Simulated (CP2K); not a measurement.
Consider thiophene dioxide at its PBE geometry (Å).

```xyz
11

O     2.0447    0.2663    1.2593
S     1.3203   -0.1104    0.0522
O     2.0463   -0.6135   -1.1070
C     0.2070    1.1956   -0.4491
C    -1.0617    0.7837   -0.3070
C    -1.1971   -0.5940    0.2192
C    -0.0291   -1.2073    0.4634
H     0.5995    2.1401   -0.8142
H    -1.9302    1.3909   -0.5562
H    -2.1713   -1.0492    0.3890
H     0.1715   -2.2020    0.8502
```

Method: CP2K XAS_TDP, all-electron GAPW, PBEh(45%), aug-cc-pVDZ, TDA, GW2X-corrected core level, ZORA, spin–orbit coupling.

Where do the S L₂,₃-edge lines lie, and how strong are they?

Leading lines: S2 172.52 eV. The leading line of an atom is its first one with 35 % of the strongest within 2.5 eV of its lowest line over the strength cut. Core ionisation energies at this level: S2 175.74/175.80/176.98 eV; the 2p½ level lies 1.21 eV above the 2p3/2 pair.

The first six lines of each atom with a strength over 0.0003:

```
                      atom  energy (eV)  states  strength, one atom  above the computed threshold
S2 (bonded to 2 C and 2 O)       170.45       1              0.0009                              
                                 170.53       1              0.0009                              
                                 171.61       3              0.0005                              
                                 171.64       1              0.0006                              
                                 172.41       1              0.0010                              
                                 172.52       1              0.0048
```

Lines are vertical, at one geometry, with no vibrational structure. GW2X ionisation energies and lines can be off by 1 to 2 eV either way, and a good line position may hide errors that cancel. Rydberg lines, and the discretised continuum above threshold, depend on the basis and the box.

[Banner, clock and machine lines of the logs are left out without a mark of their own.]

[Logs are printed without paths, hosts, clocks, repeated set-up lines and the standing remarks that a program may print on its own settings, such as how far it seeks lower states.]

[Hosts, paths, dates, database ids (printed as entryN), source tags and the programs' standing remarks are cut or masked in the printed files.]
